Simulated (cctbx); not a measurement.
# Which space group?

Cell: a = 4.4660 Å, b = 4.4660 Å, c = 10.6480 Å, α = 90.00°, β = 90.00°, γ = 90.00°. Expected content of the cell: Ba2 Ni2 Ti6.

Simulated single-crystal data (cctbx): Ga Kα, λ = 1.3414 Å, to d = 0.83 Å, 50 % of the full sphere, strongest reflection 20000 counts, noise from counting, a 4 % proportional error and a noise floor of 8 counts (s.d.); no absorption.

Tests on the unmerged data give:

```text
751 reflections to d = 0.832 A
centring   violations  <I/sigma> of those
    A        179 of   373      8.8
    B        201 of   381      9.6
    C        180 of   368      8.8
    I          0 of   370      0.0
    R        238 of   509      8.3
    F        280 of   561      9.1
Laue class    unique    Rint  (classes that these axes allow; Friedel mates merged)
I 1 2/m 1         199   0.037
I 1 1 2/m         191   0.035
I 2/m 1 1         195   0.036
I m m m           125   0.037
I 4/m             104   0.041
I 4/m m m          74   0.042
space group    extra absences  I>4sigma  <I/sigma>
I 4 2 2                 0          0         -  acentric
I 4 m m                 0          0         -  acentric
I -4 m 2                0          0         -  acentric
I -4 2 m                0          0         -  acentric
I 4/m m m               0          0         -  centric
Wilson B = 1.16 A^2   <|E^2-1|> = 0.721 (0.968 centric, 0.736 acentric)   E^2>4: 0.0 %
shell (A)         n   <I/sigma>
 5.32 - 1.50     16     28.5
 1.50 - 1.20     13     34.4
 1.20 - 1.05     12     24.4
 1.05 - 0.95     13     30.1
 0.95 - 0.88      7     22.8
 0.88 - 0.83     13     26.7
```

Q: Read the symmetry from these tables.

The reflections that I centring forbids are absent (⟨I/σ⟩ near 0), so the lattice is I.

Rint stays low (0.035 to 0.042) up to I 4/m m m, the highest class in these axes.

5 settings pass the absence test. No glide or screw absences show, which leaves I 4 2 2, I 4 m m, I -4 m 2, I -4 2 m and I 4/m m m.

⟨|E²−1|⟩ = 0.721 leans to a non-centrosymmetric structure. The Wilson B of 1.16 Å² means U ≈ 0.0147 Å².

The true group is I-4m2 (no. 119), Laue class 4/mmm, non-centrosymmetric. The tables only narrow the choice to the tied entries; cell content, site symmetry and trial solutions must settle it.

The model was made for the exercise: a known structure type with other elements put in, its volume estimated, not relaxed; displacement parameters are assumed.

[Logs are printed without paths, hosts, clocks, repeated set-up lines and the standing remarks that a program may print on its own settings, such as how far it seeks lower states.]
